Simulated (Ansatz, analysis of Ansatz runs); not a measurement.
# Li5NbO5 (C2/m), nudged elastic band: H transfer from O to O (q = +1), part 2 of 2

Aim: the barrier of one jump in Li5NbO5 (C2/m) at charge +1: H transfer from O to O. The model is a cell of 176 host atoms with 1 H put in; H is the atom that moves.

Ansatz 0.2.0; plane-wave PAW DFT, PBEsol; nudged elastic band between two relaxed defect structures at fixed charge in a uniform background.

So far: Starting point; Relaxation of the start point, charge +1; Relaxation of the end point, charge +1.

### 4. Nudged elastic band, charge +1

3 movable images are laid between the ends on a pair-potential path, which keeps atoms from colliding in the first guess. Each image feels the true force across the path and a spring force along it. The highest image is set to climb to the top of the path.

This step: plane-wave PAW DFT, PBEsol; nudged elastic band between two relaxed defect structures at fixed charge in a uniform background.

File qp1_c176k1s.neb/input.yaml:

```yaml
crystal:
  lattice:
    - [19.29708755, 0.0, 0.01338558]
    - [9.64854378, 8.01591864, 0.00669279]
    - [-3.7205883, 0.0, 10.93780668]
  atoms:
    - { symbol: Li, position: [0.10309292, 0.50036217, 0.16907208] }
    - { symbol: Li, position: [0.23122946, 0.74918435, 0.17106822] }
    - { symbol: Li, position: [0.35534431, 0.00023056, 0.17125174] }
    - { symbol: Li, position: [0.47958617, 0.25239761, 0.17093178] }
    - { symbol: Li, position: [0.09575948, 0.50043576, 0.42874743] }
    - { symbol: Li, position: [0.222193, 0.74712205, 0.43161885] }
    - { symbol: Li, position: [0.34664088, 0.00235104, 0.4284994] }
    - { symbol: Li, position: [0.46929688, 0.25288852, 0.43164893] }
    - { symbol: Li, position: [0.00062072, -0.00171866, 0.24998032] }
    - { symbol: Li, position: [0.12523704, 0.24934066, 0.24881878] }
    - { symbol: Li, position: [0.24382625, 0.50034493, 0.248294] }
    - { symbol: Li, position: [0.37711386, 0.7472405, 0.24994772] }
    - { symbol: Li, position: [0.02843119, 0.75124066, 0.06809248] }
    - { symbol: Li, position: [0.15530118, -0.00090056, 0.06895757] }
    - { symbol: Li, position: [0.27873943, 0.25068403, 0.06806419] }
    - { symbol: Li, position: [0.40344191, 0.50023828, 0.06795282] }
    - { symbol: Li, position: [0.01925852, 0.74963068, 0.32719812] }
    - { symbol: Li, position: [0.14138412, 0.0037278, 0.32698579] }
    - { symbol: Li, position: [0.2688755, 0.25041633, 0.32718912] }
    - { symbol: Li, position: [0.38027373, 0.50016088, 0.31506685] }
    - { symbol: Nb, position: [-0.00144237, 0.0029354, 0.00034165] }
    - { symbol: Nb, position: [0.12532007, 0.24865943, -0.00010087] }
    - { symbol: Nb, position: [0.24602134, 0.50338978, -0.0031866] }
    - { symbol: Nb, position: [0.37558665, 0.7488112, 0.00071981] }
    - { symbol: O, position: [0.05167391, 0.2499041, 0.08701667] }
    - { symbol: O, position: [0.17458298, 0.50048583, 0.0845892] }
    - { symbol: O, position: [0.30198125, 0.74923931, 0.08712242] }
    - { symbol: O, position: [0.42675979, 0.00022315, 0.08707682] }
    - { symbol: O, position: [0.04538584, 0.2511532, 0.34124686] }
    - { symbol: O, position: [0.16962412, 0.50037509, 0.34036306] }
    - { symbol: O, position: [0.30764738, 0.732195, 0.34358096] }
    - { symbol: O, position: [0.42141424, 0.00081581, 0.34098682] }
    - { symbol: O, position: [-0.0002428, 0.50030872, -1.398e-05] }
    - { symbol: O, position: [0.1225237, 0.75096886, -0.00317493] }
    - { symbol: O, position: [0.24977935, -0.00043544, 0.0001253] }
    - { symbol: O, position: [0.37252738, 0.25094929, -0.00314827] }
    - { symbol: O, position: [0.08101132, -0.00375426, 0.16004058] }
    - { symbol: O, position: [0.2035534, 0.24977139, 0.15912181] }
    - { symbol: O, position: [0.32555666, 0.50024447, 0.15528905] }
    - { symbol: O, position: [0.45359662, 0.75028494, 0.16001116] }
    - { symbol: O, position: [0.0751701, -0.00241089, 0.41370939] }
    - { symbol: O, position: [0.19817323, 0.24895535, 0.41297848] }
    - { symbol: O, position: [0.3207696, 0.50035356, 0.41179554] }
    - { symbol: O, position: [0.44684244, 0.75376138, 0.41464124] }
    - { symbol: Li, position: [0.10541774, 0.50041197, 0.67210708] }
    - { symbol: Li, position: [0.23097107, 0.74918728, 0.67239636] }
    - { symbol: Li, position: [0.35720647, 0.0032289, 0.67566766] }
    - { symbol: Li, position: [0.48002502, 0.25107413, 0.67241117] }
    - { symbol: Li, position: [0.09325687, 0.50031593, 0.93009574] }
    - { symbol: Li, position: [0.219691, 0.75045205, 0.93053715] }
    - { symbol: Li, position: [0.34551214, -0.00085546, 0.93135389] }
    - { symbol: Li, position: [0.46916084, 0.25153582, 0.93049963] }
    - { symbol: Li, position: [0.00088626, 0.0005869, 0.7507626] }
    - { symbol: Li, position: [0.1253384, 0.24841444, 0.75088392] }
    - { symbol: Li, position: [0.24927666, 0.50036803, 0.74930864] }
    - { symbol: Li, position: [0.37558588, 0.7469562, 0.75273436] }
    - { symbol: Li, position: [0.02927726, 0.75087611, 0.56877125] }
    - { symbol: Li, position: [0.15217556, 0.00211962, 0.57075647] }
    - { symbol: Li, position: [0.28022701, 0.24897386, 0.56874485] }
    - { symbol: Li, position: [0.4025412, 0.50030164, 0.56901432] }
    - { symbol: Li, position: [0.01857926, 0.75169551, 0.82950904] }
    - { symbol: Li, position: [0.14520892, -0.00056105, 0.82967191] }
    - { symbol: Li, position: [0.26945621, 0.2499958, 0.8295553] }
    - { symbol: Li, position: [0.39376202, 0.50027688, 0.82864461] }
    - { symbol: Nb, position: [0.00185417, -0.00275785, 0.50023055] }
    - { symbol: Nb, position: [0.12145757, 0.25654069, 0.49975922] }
    - { symbol: Nb, position: [0.24983581, 0.49796342, 0.50048832] }
    - { symbol: Nb, position: [0.36690851, 0.76922877, 0.50302563] }
    - { symbol: O, position: [0.05161318, 0.2506775, 0.5868901] }
    - { symbol: O, position: [0.17531979, 0.50035483, 0.58618727] }
    - { symbol: O, position: [0.30447512, 0.7467715, 0.58714088] }
    - { symbol: O, position: [0.42720051, -5.786e-05, 0.58701799] }
    - { symbol: O, position: [0.04598446, 0.24991891, 0.84082227] }
    - { symbol: O, position: [0.16890978, 0.50032524, 0.83823758] }
    - { symbol: O, position: [0.29675214, 0.74915665, 0.84084466] }
    - { symbol: O, position: [0.42255183, -0.00233448, 0.84105932] }
    - { symbol: O, position: [0.00083313, 0.50039529, 0.50144485] }
    - { symbol: O, position: [0.12468124, 0.74956164, 0.50068474] }
    - { symbol: O, position: [0.24504943, 0.00401584, 0.49692212] }
    - { symbol: O, position: [0.37429416, 0.25028517, 0.50070214] }
    - { symbol: O, position: [0.07971816, -0.00061536, 0.65932978] }
    - { symbol: O, position: [0.20504941, 0.24664127, 0.65806567] }
    - { symbol: O, position: [0.32791177, 0.50043328, 0.65854236] }
    - { symbol: O, position: [0.45492696, 0.74749772, 0.65893182] }
    - { symbol: O, position: [0.07339132, -0.00017517, 0.91365195] }
    - { symbol: O, position: [0.19810716, 0.24908449, 0.91267942] }
    - { symbol: O, position: [0.32162788, 0.50048442, 0.91164882] }
    - { symbol: O, position: [0.44827166, 0.74990794, 0.91367452] }
    - { symbol: Li, position: [0.60546347, 0.50037895, 0.17186005] }
    - { symbol: Li, position: [0.72928352, 0.75115967, 0.17018683] }
    - { symbol: Li, position: [0.8551864, 0.00055796, 0.1712673] }
    - { symbol: Li, position: [0.97949741, 0.25075489, 0.17021287] }
    - { symbol: Li, position: [0.59974603, 0.50051562, 0.43404006] }
    - { symbol: Li, position: [0.7199041, 0.75009546, 0.43133351] }
    - { symbol: Li, position: [0.84857958, -0.00152301, 0.42850067] }
    - { symbol: Li, position: [0.9700242, 0.24986024, 0.43130217] }
    - { symbol: Li, position: [0.49851957, 0.00246199, 0.24997832] }
    - { symbol: Li, position: [0.62377867, 0.25383114, 0.24994325] }
    - { symbol: Li, position: [0.74949694, 0.50039703, 0.25022196] }
    - { symbol: Li, position: [0.8740251, 0.7517672, 0.24880531] }
    - { symbol: Li, position: [0.52947031, 0.75088411, 0.06987369] }
    - { symbol: Li, position: [0.65414765, 0.00141794, 0.06892666] }
    - { symbol: Li, position: [0.77943054, 0.25098677, 0.06986652] }
    - { symbol: Li, position: [0.90490304, 0.50027989, 0.06924291] }
    - { symbol: Li, position: [0.51967974, 0.75024244, 0.32821666] }
    - { symbol: Li, position: [0.64471534, -0.00294588, 0.32699517] }
    - { symbol: Li, position: [0.76988319, 0.24981165, 0.32819734] }
    - { symbol: Li, position: [0.89248239, 0.50038402, 0.3258893] }
    - { symbol: Nb, position: [0.49813412, 0.00372196, 0.00027491] }
    - { symbol: Nb, position: [0.62511032, 0.24978462, 0.00072004] }
    - { symbol: Nb, position: [0.74882191, 0.50332731, 0.00108835] }
    - { symbol: Nb, position: [0.8746794, 0.74993608, -0.00010498] }
    - { symbol: O, position: [0.55068729, 0.25183407, 0.08709699] }
    - { symbol: O, position: [0.67687183, 0.50045574, 0.08768683] }
    - { symbol: O, position: [0.80099389, 0.75124314, 0.08700349] }
    - { symbol: O, position: [0.92656682, 0.00060115, 0.08707736] }
    - { symbol: O, position: [0.53950534, 0.26847027, 0.3435886] }
    - { symbol: O, position: [0.67134318, 0.50046194, 0.34218463] }
    - { symbol: O, position: [0.79614683, 0.74962283, 0.34126174] }
    - { symbol: O, position: [0.92179758, 5.534e-05, 0.34099772] }
    - { symbol: O, position: [0.50008383, 0.50031024, 0.00081501] }
    - { symbol: O, position: [0.62534145, 0.75124865, 0.00209347] }
    - { symbol: O, position: [0.749037, 0.00103593, 0.00010473] }
    - { symbol: O, position: [0.87563711, 0.25068128, 0.00215401] }
    - { symbol: O, position: [0.57682634, 0.00461593, 0.16003731] }
    - { symbol: O, position: [0.70335018, 0.25079527, 0.15999739] }
    - { symbol: O, position: [0.82889485, 0.50043588, 0.15992558] }
    - { symbol: O, position: [0.95277226, 0.75130698, 0.15912785] }
    - { symbol: O, position: [0.57236877, 0.00316609, 0.41373126] }
    - { symbol: O, position: [0.70029446, 0.24686374, 0.41460698] }
    - { symbol: O, position: [0.8236071, 0.50040329, 0.41375173] }
    - { symbol: O, position: [0.94681179, 0.75168497, 0.41297594] }
    - { symbol: Li, position: [0.60880624, 0.50048018, 0.67472155] }
    - { symbol: Li, position: [0.73036692, 0.75039403, 0.67259254] }
    - { symbol: Li, position: [0.85999476, -0.00233167, 0.67565638] }
    - { symbol: Li, position: [0.98066113, 0.24983, 0.67259271] }
    - { symbol: Li, position: [0.59534069, 0.50033094, 0.93241468] }
    - { symbol: Li, position: [0.71949269, 0.75139368, 0.93146227] }
    - { symbol: Li, position: [0.84432588, 0.00153176, 0.93134143] }
    - { symbol: Li, position: [0.96988633, 0.25061297, 0.93147751] }
    - { symbol: Li, position: [0.50109303, 0.00018581, 0.75073937] }
    - { symbol: Li, position: [0.62197656, 0.25415876, 0.75272811] }
    - { symbol: Li, position: [0.75138008, 0.50040137, 0.75136056] }
    - { symbol: Li, position: [0.87319133, 0.75270127, 0.75087635] }
    - { symbol: Li, position: [0.5311465, 0.75025945, 0.56909107] }
    - { symbol: Li, position: [0.65390019, -0.00130643, 0.57078] }
    - { symbol: Li, position: [0.78149965, 0.24956991, 0.56907006] }
    - { symbol: Li, position: [0.90347256, 0.50040539, 0.57148672] }
    - { symbol: Li, position: [0.52017071, 0.74961032, 0.83057692] }
    - { symbol: Li, position: [0.64439264, 0.00110606, 0.82968732] }
    - { symbol: Li, position: [0.76894773, 0.25200025, 0.83050441] }
    - { symbol: Li, position: [0.89497063, 0.50027666, 0.82991284] }
    - { symbol: Nb, position: [0.50115375, -0.00134414, 0.50023562] }
    - { symbol: Nb, position: [0.63574851, 0.23160597, 0.50302162] }
    - { symbol: Nb, position: [0.75219784, 0.49791809, 0.50073741] }
    - { symbol: Nb, position: [0.87754586, 0.74437676, 0.49976409] }
    - { symbol: O, position: [0.55094885, 0.25381962, 0.58713659] }
    - { symbol: O, position: [0.67804794, 0.50035913, 0.58837585] }
    - { symbol: O, position: [0.80197181, 0.7499563, 0.58689429] }
    - { symbol: O, position: [0.92683553, 0.00068531, 0.58702534] }
    - { symbol: O, position: [0.54541603, 0.25182917, 0.84085337] }
    - { symbol: O, position: [0.67158944, 0.50038129, 0.84189083] }
    - { symbol: O, position: [0.79540485, 0.75105264, 0.84082328] }
    - { symbol: O, position: [0.91982828, 0.00312317, 0.84106776] }
    - { symbol: O, position: [0.50600581, 0.5003717, 0.49884253] }
    - { symbol: O, position: [0.62574134, 0.75038706, 0.50036903] }
    - { symbol: O, position: [0.74872759, -0.00323792, 0.49697128] }
    - { symbol: O, position: [0.87616776, 0.24955257, 0.50037463] }
    - { symbol: O, position: [0.57861441, 0.00156273, 0.65934068] }
    - { symbol: O, position: [0.70200939, 0.25333177, 0.65894815] }
    - { symbol: O, position: [0.82944393, 0.50048001, 0.65980308] }
    - { symbol: O, position: [0.95128477, 0.75418339, 0.65808734] }
    - { symbol: O, position: [0.57273676, 0.00113242, 0.91364001] }
    - { symbol: O, position: [0.69758164, 0.25128775, 0.91367287] }
    - { symbol: O, position: [0.82327231, 0.5004647, 0.91394548] }
    - { symbol: O, position: [0.94657298, 0.75213024, 0.91267332] }
    - { symbol: H, position: [0.4811017, 0.50056624, 0.41023728] }
total_charge: 1
basis:
  ecutwfc: 420
  xc_grid: 2
hamiltonian:
  xc: pbesol
kpoints:
  mp_grid: { grid: [1, 1, 1], shift: [0.25, 0.25, 0.25] }
scf:
  occupations: { method: fixed }
  max_iter: 120
output:
  forces: true
neb:
  images: 3
  f_tol: 0.04
  climbing: true
  initial_path: idpp
  max_iterations: 45
  order_check: false
  final_atoms:
    - { symbol: Li, position: [0.10475239, 0.50058735, 0.17155359] }
    - { symbol: Li, position: [0.21096176, 0.75098053, 0.15091067] }
[... 3 atom lines left out ...]
    - { symbol: Li, position: [0.21638772, 0.75066844, 0.43018588] }
[... 5 atom lines left out ...]
    - { symbol: Li, position: [0.39493805, 0.75187308, 0.24525848] }
[... 7 atom lines left out ...]
    - { symbol: Li, position: [0.39381665, 0.49621332, 0.32746175] }
[... 10 atom lines left out ...]
    - { symbol: O, position: [0.28944929, 0.75077243, 0.33580849] }
[... 11 atom lines left out ...]
    - { symbol: O, position: [0.32253207, 0.50032142, 0.41324167] }
    - { symbol: O, position: [0.44651981, 0.75089717, 0.41189538] }
[... 15 atom lines left out ...]
    - { symbol: Li, position: [0.40408647, 0.50040748, 0.56805521] }
[... 7 atom lines left out ...]
    - { symbol: Nb, position: [0.38094115, 0.75022678, 0.51194723] }
[... 2 atom lines left out ...]
    - { symbol: O, position: [0.30154102, 0.75100937, 0.58445419] }
[... 21 atom lines left out ...]
    - { symbol: Li, position: [0.59614294, 0.49911569, 0.43117095] }
[... 71 atom lines left out ...]
    - { symbol: O, position: [0.49785177, 0.50444402, 0.49980065] }
[... 11 atom lines left out ...]
    - { symbol: H, position: [0.30198105, 0.74971538, 0.25852179] }
```

On the command line:

```bash
> ansatz run input.yaml --threads 32 --pin off --max-ram 84787MiB --backend cuda --events-out ev --progress --plain --runs-dir out --max-vram 78GiB
```

Numbers of over 12 decimals in the logs are rounded to 6 here.

Log:

```text
Warning: neb: disabling space-group detection — the band's intermediate images generally break the endpoint symmetry, so the full k-mesh is solved, and no spatial operation symmetrises the density, ex [...]
[...]
Crystal: 177 atoms, lattice volume = 1692.302 Å³
Basis set: ecut = 420 eV, 33035 PW (Γ), exchange–correlation on 270×180×160 points (8 copies of the dense FFT grid, shifted against one another)
[...]
k-points: 1
[...]
SCF iter   1: F=—  HF=-133260.581010 eV  |F-HF|=—  |Δ(HF+E_count)|=         —  Δρ=1.30e-2  dr2=2.79e0  ethr=1.77e-3  ⟨swp⟩=5.0  Hψ=1827  notcnv=0  defer=174
[...]
SCF iter   2: F=—  HF=-133260.010822 eV  |F-HF|=—  |Δ(HF+E_count)|=   5.70e-1  Δρ=4.40e-3  dr2=2.88e-1  ethr=3.01e-4  ⟨swp⟩=2.0  Hψ=870  notcnv=0  defer=172
[...]
SCF iter  11: F=-133259.960873 eV  HF=-133259.960873 eV  |F-HF|=1.46e-9  |Δ(HF+E_count)|=   9.52e-8  Δρ=1.40e-6  dr2=4.00e-8  ethr=1.08e-11  ⟨swp⟩=4.0  Hψ=1444  notcnv=0
SCF 1 converged in 11 iterations: F = -133259.960873 eV  dr2 = 4.00e-8
[...]
SCF 13 converged in 10 iterations: F = -133260.060728 eV  dr2 = 8.88e-8
[...]
SCF 43 converged in 6 iterations: F = -133260.234035 eV  dr2 = 6.84e-8
[...]
SCF converged after 6 iterations
[...]
```

Run time: 35 s. Hardware: 1 × NVIDIA GB200 with 32 threads of Arm Neoverse V2, shared host; peak memory 3.5 GiB; 2.9 min of CPU time.

Reading the cycles: dr2 is the Hartree energy of the density residual (eV), the measure of convergence; HF is the Harris–Foulkes estimate of the energy, which meets the free energy F at convergence.

The path, image by image:

| image | path (Å) | energy (eV) | H177: x, y, z (Å) |
| --- | --- | --- | --- |
| 0 | 0.000 | 0.0000 | 12.587, 4.012, 4.497 |
| 1 | 0.882 | 0.1300 | 12.257, 4.604, 4.432 |
| 2 | 1.778 | -0.2730 | 12.121, 5.053, 3.850 |
| 3 | 2.671 | -0.4600 | 11.976, 5.353, 3.147 |
| 4 | 3.563 | -0.5840 | 12.099, 6.010, 2.837 |

This step gave:

```yaml
free_energy: -133259.8311 eV
barrier_forward: 0.1297 eV
barrier_backward: 0.7142 eV
end_less_start: -0.5844 eV
hop_length: 2.643 Å
```

Track of the atom that was set to move:

| image | x (Å) | y (Å) | z (Å) | nearest neighbour | distance (Å) |
| --- | --- | --- | --- | --- | --- |
| 0 | 12.59 | 4.012 | 4.497 | O | 0.981 |
| 1 | 12.26 | 4.604 | 4.432 | O | 1.162 |
| 2 | 12.12 | 5.053 | 3.85 | O | 0.986 |
| 3 | 11.98 | 5.353 | 3.147 | O | 0.974 |
| 4 | 12.1 | 6.01 | 2.837 | O | 0.992 |

The band met its tolerance of 0.04 eV/Å after 14 iterations, with image 1 on top (the start counts as 0). H177, which moves farthest between the ends, has 1 O at 0.98 Å nearest at the start and 2 O at 1.16 to 1.30 Å at the top.

### 5. Outcome

```
barrier forward                         : 0.13 eV
barrier backward                        : 0.71 eV
end less start                          : -0.58 eV
hop length                              : 2.64 Å
band iterations, as the log counts them : 14
```

What this shows: The top of the band lies 0.13 eV above the start and 0.71 eV above the end. The ends differ by 0.58 eV, so they aren't like places or like states; the smaller barrier is only the way out of the higher one. For hydrogen, zero-point energy and tunnelling change the rate much, so no rate follows from this barrier alone. The order of the top as a saddle was not checked for all atoms, so a bent path could be lower. No image-charge correction is applied; it largely cancels along a path if the charge stays localised alike. What this leaves open: one k-point off the zone centre stands for the whole zone.

[Logs are printed without paths, hosts, clocks, repeated set-up lines and the standing remarks that a program may print on its own settings, such as how far it seeks lower states.]

[Hosts, paths, dates, database ids (printed as entryN), source tags and the programs' standing remarks are cut or masked in the printed files.]
